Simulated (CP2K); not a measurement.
Consider acetylbenzene at its PBE geometry (Å).

```xyz
17

C    -2.6509   -0.1173    0.6635
C    -1.6844    0.5884   -0.2690
O    -2.0962    1.4373   -1.0619
C    -0.2267    0.2415   -0.2110
C     0.2906   -0.7019    0.6934
C     1.6582   -0.9858    0.7156
C     2.5236   -0.3302   -0.1645
C     2.0166    0.6089   -1.0715
C     0.6533    0.8918   -1.0943
H    -2.6241   -1.2058    0.5111
H    -2.3922    0.0710    1.7155
H    -3.6604    0.2554    0.4653
H    -0.3725   -1.2196    1.3859
H     2.0492   -1.7201    1.4198
H     3.5910   -0.5514   -0.1470
H     2.6894    1.1188   -1.7611
H     0.2354    1.6190   -1.7899
```

Method: CP2K XAS_TDP, all-electron GAPW, PBEh(45%), aug-cc-pVDZ, TDA, GW2X-corrected core level, no relativity.

Question: Where do the C K-edge lines lie, and how strong are they?

Leading lines: C1 290.74 eV, C2 288.08 eV, C4 286.66 eV, C5 286.78 eV, C6 287.27 eV and C7 286.80 eV. The leading line of an atom is its first one with 35 % of the strongest within 2.5 eV of its lowest line over the strength cut. Core ionisation energies at this level: C5 292.30, C7 292.29, C4 292.04, C6 292.28, C1 292.46 and C2 294.93 eV.

The first six lines of each atom with a strength over 0.0015:

```csv
atom,energy (eV),states,"strength, one atom",above the computed threshold
C1 (bonded to C and 3 H),290.31,1,0.0057,
,290.74,1,0.0114,
,291.20,1,0.0102,
,291.26,1,0.0192,
,291.81,2,0.0044,
,292.16,1,0.0033,
C2 (bonded to 2 C and O),288.08,1,0.0625,
,292.93,1,0.0016,
,293.06,1,0.0087,
,294.52,1,0.0024,
,295.35,1,0.0037,yes
,295.46,1,0.0024,yes
C4 (bonded to 3 C),286.66,1,0.0328,
,289.73,1,0.0211,
,291.62,1,0.0022,
,293.22,2,0.0122,yes
,293.51,1,0.0017,yes
,293.71,1,0.0029,yes
C5 (bonded to 2 C and H),286.78,1,0.0494,
,288.77,1,0.0027,
,290.25,1,0.0103,
,291.31,2,0.0021,
,291.41,1,0.0021,
,291.55,1,0.0023,
C6 (bonded to 2 C and H),287.27,1,0.0498,
,290.15,1,0.0109,
,291.35,1,0.0032,
,291.41,1,0.0042,
,292.55,1,0.0022,yes
,292.87,1,0.0040,yes
C7 (bonded to 2 C and H),286.80,1,0.0494,
,290.21,1,0.0112,
,291.24,2,0.0096,
,291.95,1,0.0018,
,292.73,1,0.0022,yes
,292.98,1,0.0031,yes
```

Lines are vertical, at one geometry, with no vibrational structure. GW2X ionisation energies and lines can be off by 1 to 2 eV either way, and a good line position may hide errors that cancel. Atoms with the same bonds but other surroundings in this conformer are left out. These values hold no scalar relativity, about 0.1 eV for C 1s. Rydberg lines, and the discretised continuum above threshold, depend on the basis and the box.

[Banner, clock and machine lines of the logs are left out without a mark of their own.]

[Logs are printed without paths, hosts, clocks, repeated set-up lines and the standing remarks that a program may print on its own settings, such as how far it seeks lower states.]

[Hosts, paths, dates, database ids (printed as entryN), source tags and the programs' standing remarks are cut or masked in the printed files.]
